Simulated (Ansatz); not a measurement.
## Pb2C (model cell, started as antifluorite): following an unstable mode

Which phase does Pb2C (model cell, started as antifluorite) fall into along its unstable mode, and how much energy does it gain?

Main program and level: Ansatz 0.2.0; DFT PBEsol, scalar-relativistic, plane waves, PAW.

This is a report of a sequence of runs, with most program output left out.

The structure was built from a prototype and need not be the compound's stable phase.

## (1) The structure

Symmetry: Fm-3m, No. 225, cubic system. Conventional cell: a = 6.489 Å, b = 6.489 Å, c = 6.489 Å, α = 90.00°, β = 90.00°, γ = 90.00°. C has 8 Pb at 2.81 Å nearest. Nearest to Pb lie 4 C at 2.81 Å. Farther neighbours are not listed.

## (2) Phonons on a q mesh

The cell comes from relaxations at this level that are not shown. Stability and thermal properties need the whole zone. Linear response on a 4×4×4 q mesh gives force constants as far as a supercell of that size would.

File input.yaml:

```yaml
crystal:
  lattice:
    - [0.0, 3.2445700064, 3.2445700064]
    - [3.2445700064, 0.0, 3.2445700064]
    - [3.2445700064, 3.2445700064, 0.0]
  atoms:
    - { symbol: C, position: [0.0, 0.0, 0.0] }
    - { symbol: Pb, position: [0.25, 0.25, 0.25] }
    - { symbol: Pb, position: [0.75, 0.75, 0.75] }
kpoints:
  mp_grid: { grid: [12, 12, 12] }
hamiltonian:
  xc: pbesol
scf:
  occupations: { method: methfessel_paxton, width: 0.2 }
output:
  eigenvalues: true
phonons:
  method: dfpt
  qmesh: [4, 4, 4]
  temperatures: { t_max: 1000, t_step: 50 }
  qpath:
    path:
      - [[0.0, 0.0, 0.0], [0.5, 0.0, 0.5], [0.625, 0.25, 0.625]]
      - [[0.375, 0.375, 0.75], [0.0, 0.0, 0.0], [0.5, 0.5, 0.5], [0.5, 0.25, 0.75], [0.5, 0.0, 0.5]]
    npoints: 10
```

On the command line:

```
$ ansatz run input.yaml --threads 4 --pin off --max-ram 7168MiB --backend cpu --events-out ev --progress --plain --runs-dir out
```

Wall time 9.4 min (4 threads of Arm Neoverse V2, shared host); peak memory 4.6 GiB.

Numbers from this step:

```yaml
volume_per_atom: 22.77 Å³
gap_on_the_k_mesh: 0 eV
sum_rule_residual_before_enforcement: 4.33e-6 eV/Å²
lowest_frequency_on_the_path: -82.11 cm⁻¹
point_group: m-3m
highest_frequency_on_the_path_or_at_a_solved_wavevector: 233.5 cm⁻¹
highest_optical_mode_at_the_zone_centre_no_lo_to_term: 121.0 cm⁻¹
lowest_optical_zone_centre_mode: 100.3 cm⁻¹
lowest_mode_on_the_q_mesh_acoustic_modes_at_gamma_apart: -82.11 cm⁻¹
```

Frequencies (cm⁻¹) solved at each irreducible wavevector; negative means imaginary. Frequencies by wavevector, by row:

| q in reciprocal lattice units | star | mode 1 | mode 2 | mode 3 | mode 4 | mode 5 | mode 6 | mode 7 | mode 8 | mode 9 |
| --- | --- | --- | --- | --- | --- | --- | --- | --- | --- | --- |
| 0 0 0 | 1 | 0 | 0 | 0 | 100.3 | 100.3 | 100.3 | 121 | 121 | 121 |
| 0 0 0.25 | 8 | 33.6 | 33.6 | 49.6 | 91.1 | 91.1 | 92.1 | 134.6 | 134.6 | 224.8 |
| 0 0 -0.5 | 4 | 64.4 | 64.4 | 70.7 | 70.7 | 70.9 | 84.2 | 128.7 | 128.7 | 169.9 |
| 0 0.25 0.25 | 6 | -20.9 | -20.9 | 67.5 | 79.2 | 99.5 | 99.5 | 129.2 | 129.2 | 225.1 |
| 0 0.25 -0.5 | 24 | 29.6 | 30.7 | 35.1 | 87.3 | 90.9 | 97.5 | 103 | 121.3 | 204.4 |
| 0 0.25 -0.25 | 12 | -18.1 | 63.4 | 67.5 | 68 | 78.3 | 102.8 | 138.9 | 170.3 | 178.9 |
| 0 -0.5 -0.5 | 3 | -24.4 | 5.7 | 5.7 | 59.3 | 59.3 | 100 | 100 | 110.4 | 230.8 |
| 0.25 -0.5 -0.25 | 6 | -82.1 | -23.3 | -8.8 | 69.1 | 69.1 | 107.8 | 112.2 | 177.3 | 177.3 |

Interpolated from a 4×4×4 q mesh. Phonon branches along the path, in cm⁻¹:

| point | branch 1 | branch 2 | branch 3 | branch 4 | branch 5 | branch 6 | branch 7 | branch 8 | branch 9 |
| --- | --- | --- | --- | --- | --- | --- | --- | --- | --- |
| Γ | 0 | 0 | 0 | 100 | 100 | 100 | 121 | 121 | 121 |
| halfway | -21 | -21 | 68 | 79 | 100 | 100 | 129 | 129 | 225 |
| X | -24 | 6 | 6 | 59 | 59 | 100 | 100 | 110 | 231 |
| halfway | -24 | 18 | 20 | 62 | 63 | 98 | 99 | 114 | 225 |
| U | -23 | 36 | 37 | 76 | 76 | 96 | 99 | 120 | 208 |
| jump to K | -23 | 36 | 37 | 76 | 76 | 96 | 99 | 120 | 208 |
| halfway | -14 | 49 | 65 | 80 | 81 | 101 | 139 | 160 | 213 |
| Γ | 0 | 0 | 0 | 100 | 100 | 100 | 121 | 121 | 121 |
| halfway | 34 | 34 | 50 | 91 | 91 | 92 | 135 | 135 | 225 |
| L | 64 | 64 | 71 | 71 | 71 | 84 | 129 | 129 | 170 |
| halfway | 32 | 34 | 58 | 72 | 82 | 99 | 108 | 162 | 167 |
| W | -82 | -23 | -9 | 69 | 69 | 108 | 112 | 177 | 177 |
| halfway | -45 | -24 | 1 | 37 | 92 | 103 | 110 | 113 | 218 |
| X | -24 | 6 | 6 | 59 | 59 | 100 | 100 | 110 | 231 |

Symmetry leaves 8 wavevectors to solve. The lowest mode among them, the acoustic zeros apart, lies at q = (0.25, -0.5, -0.25) and is imaginary, 82.1i cm⁻¹, so the energy falls along it.

## (3) The mode frozen in, largest atomic shift 0 Å

The mode followed lies at q = (0.25, -0.5, -0.25) with frequency 82.1i cm⁻¹, the softest among the wavevectors solved. At small amplitude the distorted cell has space group no. 141 by a symmetry search on the positions. The undistorted cell that holds it gives the zero of energy on the same k mesh.

System of this step: Pb2C (model cell, started as antifluorite). It takes space group Fm-3m (No. 225, cubic). Conventional cell: a = 6.489 Å, b = 6.489 Å, c = 6.489 Å, α = 90.00°, β = 90.00°, γ = 90.00°. C has 8 Pb at 2.81 Å nearest. Pb has 4 C at 2.81 Å nearest. Farther neighbours are not listed.

File input.yaml:

```yaml
crystal:
  lattice:
    - [0.0, 0.0, -6.4891400128]
    - [6.4891400128, 0.0, 0.0]
    - [3.2445700064, -6.4891400128, -3.2445700064]
  atoms:
    - { symbol: C, position: [0.5, 0.5, 0.0] }
    - { symbol: C, position: [0.0, 0.0, 0.0] }
    - { symbol: C, position: [0.25, 0.75, 0.5] }
    - { symbol: C, position: [0.75, 0.25, 0.5] }
    - { symbol: Pb, position: [0.625, 0.625, 0.25] }
    - { symbol: Pb, position: [0.125, 0.125, 0.25] }
    - { symbol: Pb, position: [0.375, 0.875, 0.75] }
    - { symbol: Pb, position: [0.875, 0.375, 0.75] }
    - { symbol: Pb, position: [0.375, 0.375, 0.75] }
    - { symbol: Pb, position: [0.875, 0.875, 0.75] }
    - { symbol: Pb, position: [0.125, 0.625, 0.25] }
    - { symbol: Pb, position: [0.625, 0.125, 0.25] }
kpoints:
  mp_grid: { grid: [6, 6, 6] }
hamiltonian:
  xc: pbesol
scf:
  occupations: { method: methfessel_paxton, width: 0.2 }
output:
  forces: true
  stress: true
  eigenvalues: true
```

Run time: 7.7 s. Hardware: 4 threads; peak memory 1 GiB.

This step gave:

```
pressure                         : 2.07e-4 GPa
energy from the undistorted cell : 0 meV/atom
```

The run ends at a pressure of 0.00 GPa.

## (4) The mode frozen in, largest atomic shift 0.32 Å

The atoms are moved along the unstable eigenvector, the largest shift by 0.32 Å, with the cell fixed.

File input.yaml:

```yaml
crystal:
  lattice:
    - [0.0, 0.0, -6.4891400128]
    - [6.4891400128, 0.0, 0.0]
    - [3.2445700064, -6.4891400128, -3.2445700064]
  atoms:
    - { symbol: C, position: [0.52465658, 0.52465658, -0.04931316] }
    - { symbol: C, position: [-0.02465658, -0.02465658, 0.04931316] }
    - { symbol: C, position: [0.22534342, 0.72534342, 0.54931316] }
    - { symbol: C, position: [0.77465658, 0.27465658, 0.45068684] }
    - { symbol: Pb, position: [0.6227109392, 0.625, 0.25] }
    - { symbol: Pb, position: [0.1272890608, 0.125, 0.25] }
    - { symbol: Pb, position: [0.375, 0.8772890608, 0.75] }
    - { symbol: Pb, position: [0.875, 0.3727109392, 0.75] }
    - { symbol: Pb, position: [0.375, 0.3727109392, 0.75] }
    - { symbol: Pb, position: [0.875, 0.8772890608, 0.75] }
    - { symbol: Pb, position: [0.1272890608, 0.625, 0.25] }
    - { symbol: Pb, position: [0.6227109392, 0.125, 0.25] }
kpoints:
  mp_grid: { grid: [6, 6, 6] }
hamiltonian:
  xc: pbesol
scf:
  occupations: { method: methfessel_paxton, width: 0.2 }
output:
  forces: true
  stress: true
  eigenvalues: true
```

Elapsed: 6.8 s, on 4 threads; peak memory 1 GiB.

Numbers from this step:

```
pressure                         : 0.3249 GPa
energy from the undistorted cell : -2.677 meV/atom
```

The energy, extrapolated to zero smearing, is -2.68 meV/atom against the undistorted cell.

The run ends at a pressure of 0.32 GPa, with forces up to 0.027 eV/Å.

## (5) Energy along the mode, all amplitudes (two of the runs are shown above)

An imaginary frequency means negative curvature, so the energy should fall and then rise again as anharmonic terms take over.

This step gave:

| Item | Value |
| --- | --- |
| depth at the lowest point sampled | 2.677 meV/atom |
| largest atomic shift at that point | 0.32 Å |

The energy from the parent by largest atomic shift:

```csv
largest atomic shift (Å),energy from the parent (meV/atom)
0.000,0
0.040,-0.119
0.080,-0.424
0.140,-1.06
0.220,-1.97
0.320,-2.68
0.450,-1.61
0.600,2.38
```

Displacement at unit largest shift by atom:

```
atom  x (Å)  y (Å)  z (Å)  size
  C1   0.00   1.00   0.00  1.00
  C2   0.00  -1.00   0.00  1.00
  C3   0.00  -1.00   0.00  1.00
  C4   0.00   1.00   0.00  1.00
 Pb5   0.00   0.00   0.05  0.05
 Pb6   0.00   0.00  -0.05  0.05
 Pb7   0.05   0.00   0.00  0.05
 Pb8  -0.05   0.00   0.00  0.05
 Pb9  -0.05   0.00   0.00  0.05
Pb10   0.05   0.00   0.00  0.05
Pb11   0.00   0.00  -0.05  0.05
Pb12   0.00   0.00   0.05  0.05
```

The lowest of the steps tried is at 0.32 Å, 2.68 meV/atom below the parent; the bottom of the well need not coincide with a step.

## (6) Relaxation from the frozen mode

Starting from the lowest point found, all atoms and the cell are let go, so that strain and other modes of the same symmetry can join in.

input.yaml, as its differences from that of step 4:

```diff
@@ -28 +28,6 @@
   eigenvalues: true
+relax:
+  adjacent_minimum: "off"
+  f_tol: 0.002
+  max_steps: 120
+  cell: { stress_tol: 0.03 }
```

Wall time 56 s (4 threads); peak memory 1.1 GiB.

The steps of the relaxation:

```
step  energy less that of the first step (eV)  largest force component (eV/Å)  pressure (GPa)  volume (Å³)
   1                                   0.0000                          0.0274            0.32       273.25
   2                                   0.0301                          0.2117           -0.95       278.39
   3                                  -0.0013                          0.0056           -0.04       274.80
   4                                  -0.0014                          0.0053           -0.01       274.66
   5                                  -0.0015                          0.0044           -0.01       274.67
   6                                  -0.0015                          0.0002            0.00       274.81
  7*                                  -0.0023                          0.0002            0.01       274.81
```

Relaxation steps marked * repeat the geometry before them on a plane-wave basis chosen anew for their cell, so energy and pressure can jump there. Relaxation step 2 was tried and not accepted.

The run keeps the 16 symmetry operations that it works with, so distortions that break them were not tested.

| conventional cell, symmetrised | before | after | change |
| --- | --- | --- | --- |
| a (Å) | 6.489 | 6.492 | +0.0 % |
| b (Å) | 6.489 | 6.492 | +0.0 % |
| c (Å) | 12.978 | 13.040 | +0.5 % |
| volume (Å³/atom) | 22.77 | 22.90 | +0.6 % |

The atoms that moved most (Å, as changes of fractional coordinates times the final cell):

```
atom     dx      dy     dz  length
  C2  0.000  -0.023  0.000   0.023
  C3  0.000  -0.023  0.000   0.023
  C4  0.000   0.023  0.000   0.023
  C1  0.000   0.023  0.000   0.023
```

Final coordinates:

```cif
data_structure
_symmetry_space_group_name_H-M 'P 1'
_symmetry_Int_Tables_number 1
_cell_length_a 6.4921
_cell_length_b 6.4921
_cell_length_c 7.9741
_cell_angle_alpha 65.979
_cell_angle_beta 65.979
_cell_angle_gamma 90.000
_cell_volume 274.81
loop_
_atom_site_label
_atom_site_type_symbol
_atom_site_fract_x
_atom_site_fract_y
_atom_site_fract_z
_atom_site_occupancy
C1 C 0.52639 0.52639 0.94723 1
C2 C 0.97361 0.97361 0.05277 1
C3 C 0.22361 0.72361 0.55277 1
C4 C 0.77639 0.27639 0.44723 1
Pb5 Pb 0.62237 0.62500 0.25000 1
Pb6 Pb 0.12763 0.12500 0.25000 1
Pb7 Pb 0.37500 0.87763 0.75000 1
Pb8 Pb 0.87500 0.37237 0.75000 1
Pb9 Pb 0.37500 0.37237 0.75000 1
Pb10 Pb 0.87500 0.87763 0.75000 1
Pb11 Pb 0.12763 0.62500 0.25000 1
Pb12 Pb 0.62237 0.12500 0.25000 1
```

Numbers from this step:

```yaml
pressure: 0.005727 GPa
volume_per_atom: 22.90 Å³
```

The distorted start has space group I4_1/amd; the relaxation ends in I4_1/amd.

## (7) What came out

```yaml
unstable_mode_of_the_parent: q = (0.25, -0.5, -0.25), 82i cm⁻¹
depth_at_the_lowest_point_sampled: 2.68 meV/atom
largest_atomic_shift_at_that_point: 0.32 Å
space_group_reached_within_0p01_a: I4_1/amd
energy_gained_over_the_parent_first_relaxation_on_the_mesh_of_the_frozen_mode: 2.87 meV/atom
volume_per_atom_phase_reached: 22.9 Å³
```

What this shows: Along this mode the structure falls into I4_1/amd, 2.87 meV/atom below the parent. At the parent's cell the well is 2.677 meV/atom deep on the steps tried, with its lowest point at a shift of 0.32 Å. Relaxing atoms and cell changes the gain by +0.19 meV/atom against the lowest step (energies at zero smearing). The modes of the phase reached were not computed on this path. Of the 2 patterns followed to their end from this parent, this one ends 287 meV/atom above the lowest, P4_2/nmc. Each path keeps the symmetry of its pattern, so a lower phase may lie along a pattern not tried. With no gap, or one that is small against the smearing, the frequencies hang on the k mesh and the smearing, most of all near Kohn anomalies. Spin-orbit coupling is left out, which can matter for the heavy elements here. A phonon run warned that its eigensolver left some bands unconverged in a pass. The starting cell was built on a prototype and not taken from a measurement, so the phase need not exist.

[Logs are printed without paths, hosts, clocks, repeated set-up lines and the standing remarks that a program may print on its own settings, such as how far it seeks lower states.]

[Hosts, paths, dates, database ids (printed as entryN), source tags and the programs' standing remarks are cut or masked in the printed files.]
